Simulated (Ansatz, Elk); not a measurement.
## How far do independent atoms describe LaSc2Si2?

The structure of LaSc2Si2 used here is made up (a known structure type with other elements) and was relaxed beforehand with r2SCAN. The aim is the Fourier transform of its all-electron density, F(hkl), set beside the sum over free spherical atoms that refinements use.

Method: DFT, PBE, all-electron APW+lo, Dirac cores, scalar-relativistic bands, static density, no spin, in Elk 11.2.3 (patched build).

The structure was built from a prototype and need not be the compound's stable phase.

**1. Starting point**

It takes space group I4/mmm (No. 139, tetragonal). The conventional cell has a = 4.373 Å, b = 4.373 Å, c = 11.901 Å, α = 90.00°, β = 90.00°, γ = 90.00°. Nearest to La lie 8 Si at 3.33 Å and 8 Sc at 3.69 Å. Nearest to Sc lie 4 Si at 2.79 Å and 4 Sc at 3.09 Å and 4 La at 3.69 Å. Si has 1 Si at 2.48 Å and 4 Sc at 2.79 Å and 4 La at 3.33 Å nearest. Farther neighbours are not listed.

**2. Ground state and structure factors**

An all-electron density is needed, since X-rays see the cores too. Task 0 finds the density and task 195 Fourier-transforms it; tshift is off so that phases refer to the origin typed.

elk.in reads:

```
tasks
  0
  195

xctype
  20

spinpol
  .false.

rgkmax
  7.0

gmaxvr
  14.0

lmaxo
  7

lmaxapw
  8

swidth
  0.002

tshift
  .false.

hmaxvr
  5.5

maxscl
  120

epspot
  1e-06

sppath
  './'

avec
  -4.13191431829 4.13191431829 11.24467293027
  4.13191431829 -4.13191431829 11.24467293027
  4.13191431829 4.13191431829 -11.24467293027

atoms
  3
  'La.in'
  1
  0.0000000000 0.0000000000 -0.0000000000   0.000000 0.000000 0.000000
  'Sc.in'
  2
  0.7500000000 0.2500000000 0.5000000000   0.000000 0.000000 0.000000
  0.2500000000 0.7500000000 0.5000000000   0.000000 0.000000 0.000000
  'Si.in'
  2
  0.3958882905 0.3958882905 -0.0000000000   0.000000 0.000000 0.000000
  0.6041117095 0.6041117095 -0.0000000000   0.000000 0.000000 0.000000

ngridk
  7 7 7
```

On the command line:

```
$ OMP_NUM_THREADS=4 elk
```

Numbers of over 12 decimals in the logs are rounded to 6 here.

Output:

```text
┌─────────────────────────┐
│ Elk code version 11.2.3 │
└─────────────────────────┘

All units are atomic (Hartree, Bohr, etc.)

┌─────────────────────────────────────────────────┐
│ Ground-state run starting from atomic densities │
└─────────────────────────────────────────────────┘

Lattice vectors :
  -4.131914318       4.131914318       11.24467293
   4.131914318      -4.131914318       11.24467293
   4.131914318       4.131914318      -11.24467293

Reciprocal lattice vectors :
 -0.4419694709E-17  0.7603237656      0.2793849739
  0.7603237656     -0.4419694709E-17  0.2793849739
  0.7603237656      0.7603237656      0.9341402989E-18

Unit cell volume      :    767.9084268
Brillouin zone volume :   0.3230205644

Muffin-tin inner radius fraction :   0.1000000000E-01

Nuclei treated as point charges

Species : 1 (La)
 parameters loaded from : La.in
 name : lanthanum
 nuclear charge    :   -57.00000000
 electronic charge :    57.00000000
 atomic mass :    253209.2366
 muffin-tin radius :    2.800000000
 number of radial points in muffin-tin :   1393
 inner part over the whole radius :   0.9924947902E-02
 number on inner part of muffin-tin    :    996
 approximate nuclear radius :   0.9226798129E-04
 number of mesh points to nuclear radius :    505
 atomic positions (lattice), magnetic fields (Cartesian) :
  1 :   0.00000000  0.00000000  0.00000000    0.00000000  0.00000000  0.00000000

Species : 2 (Sc)
 parameters loaded from : Sc.in
 name : scandium
 nuclear charge    :   -21.00000000
 electronic charge :    21.00000000
 atomic mass :    81949.61073
 muffin-tin radius :    2.400000000
 number of radial points in muffin-tin :    993
 inner part over the whole radius :   0.9898716403E-02
 number on inner part of muffin-tin    :    698
 approximate nuclear radius :   0.6711386133E-04
 number of mesh points to nuclear radius :    323
 atomic positions (lattice), magnetic fields (Cartesian) :
  1 :  -0.25000000  0.25000000  0.50000000    0.00000000  0.00000000  0.00000000
  2 :   0.25000000 -0.25000000  0.50000000    0.00000000  0.00000000  0.00000000

Species : 3 (Si)
 parameters loaded from : Si.in
 name : silicon
 nuclear charge    :   -14.00000000
 electronic charge :    14.00000000
 atomic mass :    51196.73458
 muffin-tin radius :    2.200000000
 number of radial points in muffin-tin :    793
 inner part over the whole radius :   0.9899632250E-02
 number on inner part of muffin-tin    :    553
 approximate nuclear radius :   0.5963282101E-04
 number of mesh points to nuclear radius :    246
 atomic positions (lattice), magnetic fields (Cartesian) :
  1 :   0.39588829  0.39588829  0.00000000    0.00000000  0.00000000  0.00000000
  2 :  -0.39588829 -0.39588829  0.00000000    0.00000000  0.00000000  0.00000000

Total number of atoms per unit cell :    5
Total muffin-tin volume :    296.9684704
 ratio of muffin-tin to unit cell volume :   0.3867238071

Spin treatment :
 spin-unpolarised

Number of Bravais lattice symmetries :   16
Number of crystal symmetries         :   16
Crystal has inversion symmetry
Real symmetric eigensolver will be used

k-point grid :      7     7     7
k-point offset :    0.000000000       0.000000000       0.000000000
k-point set is reduced with full crystal symmetry group
Total number of k-points :       40

Muffin-tin radius times maximum |G+k| :    7.000000000
 using average radius
Maximum |G+k| for APW functions       :    2.916666667
Maximum (1/2)|G+k|²                   :    4.253472222
Maximum |G| for potential and density :    14.00000000
Constant for pseudocharge density :   10
 order of it for each species :   17  17  17
 order of it for pair densities of each species (exact exchange by exxq0 0: 18) :   13  10   7
Radial integration step length :    1

G-vector grid sizes :     60    60    60
Number of G-vectors :    35611

Maximum angular momentum used for
 APW functions            :    8
 outer part of muffin-tin :    7
 inner part of muffin-tin :    2

Total nuclear charge    :   -127.0000000
[...]
electron entropic           :    -0.14584584238413E-02
 total energy                :     -10608.151078554

Density of states at Fermi energy :    115.4306517
 (states/Hartree/unit cell)

Estimated indirect band gap :   0.3387683935E-03
 from k-point 23 to k-point 13
Estimated direct band gap   :   0.4246737320E-02
 at k-point 39

Charges :
 core                        :    86.00000000
 valence                     :    41.00000000
 interstitial                :    9.865139571
 muffin-tins (core leakage)
  species : 1 (La)
   atom 1                    :    54.37922741     (  0.2233750456E-03)
  species : 2 (Sc)
[...]
species : 3 (Si)
[...]
total in muffin-tins        :    117.1348604
 total calculated charge     :    126.9969111
 total charge                :    127.0000000
 error                       :   0.3088929535E-02

RMS change in Kohn-Sham potential (target) :   0.3609695198     (  0.1000000000E-05)
Absolute change in total energy (target)   :   0.7089488623     (  0.1000000000E-03)

[... loops 3 to 13 left out ...]

┌──────────────────┐
│ Loop number : 14 │
└──────────────────┘

Energies :
 Fermi                       :     0.268355
 sum of occupied eigenvalues :     -6451.5879514242
 electron kinetic            :      11217.061227101
 core electron kinetic       :      11040.355622551
 Coulomb                     :     -21499.256905090
 Coulomb potential           :     -17246.814249207
 nuclear-nuclear             :     -1051.8779777559
 electron-nuclear            :     -23667.902055616
 Hartree                     :      3220.5231282814
 Madelung                    :     -12875.849780487
 xc potential                :     -421.83492931800
 exchange                    :     -318.08572886723
 correlation                 :     -6.030683
 electron entropic           :    -0.16149779958185E-02
 total energy                :     -10606.313704491

Density of states at Fermi energy :    125.8545802
 (states/Hartree/unit cell)

Estimated indirect band gap :   0.5283683832E-03
 from k-point 36 to k-point 30
Estimated direct band gap   :   0.2841575487E-02
 at k-point 2

Charges :
 core                        :    86.00000000
 valence                     :    41.00000000
 interstitial                :    9.737948547
 muffin-tins (core leakage)
  species : 1 (La)
[...]
species : 2 (Sc)
[...]
species : 3 (Si)
[...]
total in muffin-tins        :    117.2620515
 total calculated charge     :    126.9969965
 total charge                :    127.0000000
 error                       :   0.3003509124E-02

RMS change in Kohn-Sham potential (target) :   0.8651274388E-06 (  0.1000000000E-05)
Absolute change in total energy (target)   :   0.8077752864E-04 (  0.1000000000E-03)

Convergence targets achieved

┌──────────────────┐
│ Loop number : 15 │
└──────────────────┘

Energies :
 Fermi                       :     0.268355
 sum of occupied eigenvalues :     -6451.5879450087
 electron kinetic            :      11217.061225915
 core electron kinetic       :      11040.355622758
 Coulomb                     :     -21499.256899288
 Coulomb potential           :     -17246.814241674
 nuclear-nuclear             :     -1051.8779777559
 electron-nuclear            :     -23667.902051766
 Hartree                     :      3220.5231302336
 Madelung                    :     -12875.849778451
 xc potential                :     -421.83492925038
 exchange                    :     -318.08572812867
 correlation                 :     -6.030683
 electron entropic           :    -0.16149781341173E-02
 total energy                :     -10606.313699116

Density of states at Fermi energy :    125.8546837
 (states/Hartree/unit cell)

Estimated indirect band gap :   0.5283694124E-03
 from k-point 36 to k-point 30
Estimated direct band gap   :   0.2841462720E-02
 at k-point 2

Charges :
 core                        :    86.00000000
 valence                     :    41.00000000
 interstitial                :    9.737948991
 muffin-tins (core leakage)
  species : 1 (La)
[...]
species : 2 (Sc)
[...]
atom 2                    :    19.14828290     ( -0.2163173676E-06)
  species : 3 (Si)
   atom 1                    :    12.22479430     (  0.1343931017E-02)
   atom 2                    :    12.22479430     (  0.1343931017E-02)
 total in muffin-tins        :    117.2620510
 total calculated charge     :    126.9969965
 total charge                :    127.0000000
 error                       :   0.3003508761E-02

┌──────────────────────────────┐
│ Self-consistent loop stopped │
└──────────────────────────────┘

Warning : core states of species 1 leak from the muffin-tin :   0.2163513388E-03

Warning : core states of species 3 leak from the muffin-tin :   0.1343931017E-02

Wrote STATE.OUT
```

It took 41 s on 4 threads of Arm Neoverse V1, shared host; peak memory 0.23 GiB.

SFACRHO.OUT:

```text

h k l indices transformed by vhmat matrix:
   1.000000000       0.000000000       0.000000000    
   0.000000000       1.000000000       0.000000000    
   0.000000000       0.000000000       1.000000000    

      h      k      l  multipl.   |H|            Re(F)            Im(F)           |F|

      0      0      0      1   0.0000000       127.00000      0.13684037E-16   127.00000    
     -1     -1      1      2  0.55876995       21.676010      0.15985305E-13   21.676010    
      0     -1      1      8  0.81002975       32.012260      0.73265983E-14   32.012260    
      0      0     -1      4   1.0752602       36.529963     -0.36199601E-14   36.529963    
     -2     -2      2      2   1.1175399       61.006385     -0.66605439E-14   61.006385    
     -2     -1      2      8   1.1316342       55.176865     -0.79926527E-14   55.176865    
      0      2     -1      8   1.2117790       82.701610      0.11988979E-13   82.701610    
      1     -1      1      4   1.5206475       90.066089     -0.32330302E-14   90.066089    
      3      1     -2      8   1.5508320     -0.78605311     -0.33968774E-13  0.78605311    
      3      2     -3      8   1.5904375       60.455815      0.15485765E-13   60.455815    
      0      2      0      8   1.6200595       19.313475     -0.79926527E-14   19.313475    
     -3     -3      3      2   1.6763098       2.4243123      0.30638502E-13   2.4243123    
     -1      2     -1     16   1.7229385       27.906076     -0.13321088E-14   27.906076    
     -3     -1      1      8   1.8871312       51.484461      0.12655033E-13   51.484461    
     -3      0      1     16   1.8955118       46.339577     -0.26642176E-14   46.339577    
     -4     -2      3      8   1.9915319       52.620364      0.11988979E-13   52.620364    
      4      3     -3      8   2.0982932       40.448635      0.39963263E-14   40.448635    
     -2      2      0      4   2.1505204       77.596957     -0.17663174E-15   77.596957
```

Elk indexes on the primitive cell of elk.in and gives |H| = 4π sin θ/λ in inverse bohr. Below, one row stands for each form hkl of the conventional cell (m members, Friedel mates merged), F is for one primitive cell and the density is static (no thermal factor). Free-atom factors are Waasmaier and Kirfel's, and R is Σm||F|−|F'||/Σm|F|.

```tsv
hkl	m	sin θ/λ (Å⁻¹)	abs F, DFT	neutral atoms	diff.
002	2	0.084	21.676	21.752	-0.076
101	8	0.122	32.012	32.168	-0.156
110	4	0.162	36.530	36.154	+0.377
004	2	0.168	61.006	61.598	-0.592
103	8	0.170	55.177	55.035	+0.141
112	8	0.182	82.702	82.901	-0.200
200	4	0.229	90.066	90.376	-0.310
114	8	0.233	0.786	1.048	-0.262
105	8	0.239	60.456	60.611	-0.155
202	8	0.244	19.314	19.289	+0.024
006	2	0.252	2.424	2.076	+0.349
211	16	0.259	27.906	27.654	+0.252
204	8	0.284	51.484	51.184	+0.301
213	16	0.285	46.340	46.429	-0.089
```

**3. What came out**

```yaml
r_against_neutral_atoms_sin_theta_lambda_0p3_a_minus1: 0.46 %
r_against_neutral_atoms_0p3_to_0p75_a_minus1: 0.13 %
```

Independent neutral atoms miss the calculated amplitudes by R = 0.46 % below 0.3 Å⁻¹ and 0.13 % from there to 0.75 Å⁻¹; by shells, 0.47 % below 0.15 Å⁻¹ (2 forms), 0.46 % 0.15 to 0.3 (13 forms), 0.11 % 0.3 to 0.45 (22 forms), 0.13 % above 0.45 (112 forms). Bonding, aspherical density and the tables' own atoms all enter these figures, and the runs don't part them. The largest change of an amplitude is -0.59 electrons, at 004. Weak lines can change much in proportion: 114 goes from 1.05 to 0.79. The basis has no finished test. The k-mesh has no finished test. Part of the difference isn't bonding: the tables are fits to free atoms and ions calculated by other methods than this functional. Thermal motion, anomalous dispersion and extinction are left out.

[Logs are printed without paths, hosts, clocks, repeated set-up lines and the standing remarks that a program may print on its own settings, such as how far it seeks lower states.]

[Hosts, paths, dates, database ids (printed as entryN), source tags and the programs' standing remarks are cut or masked in the printed files.]
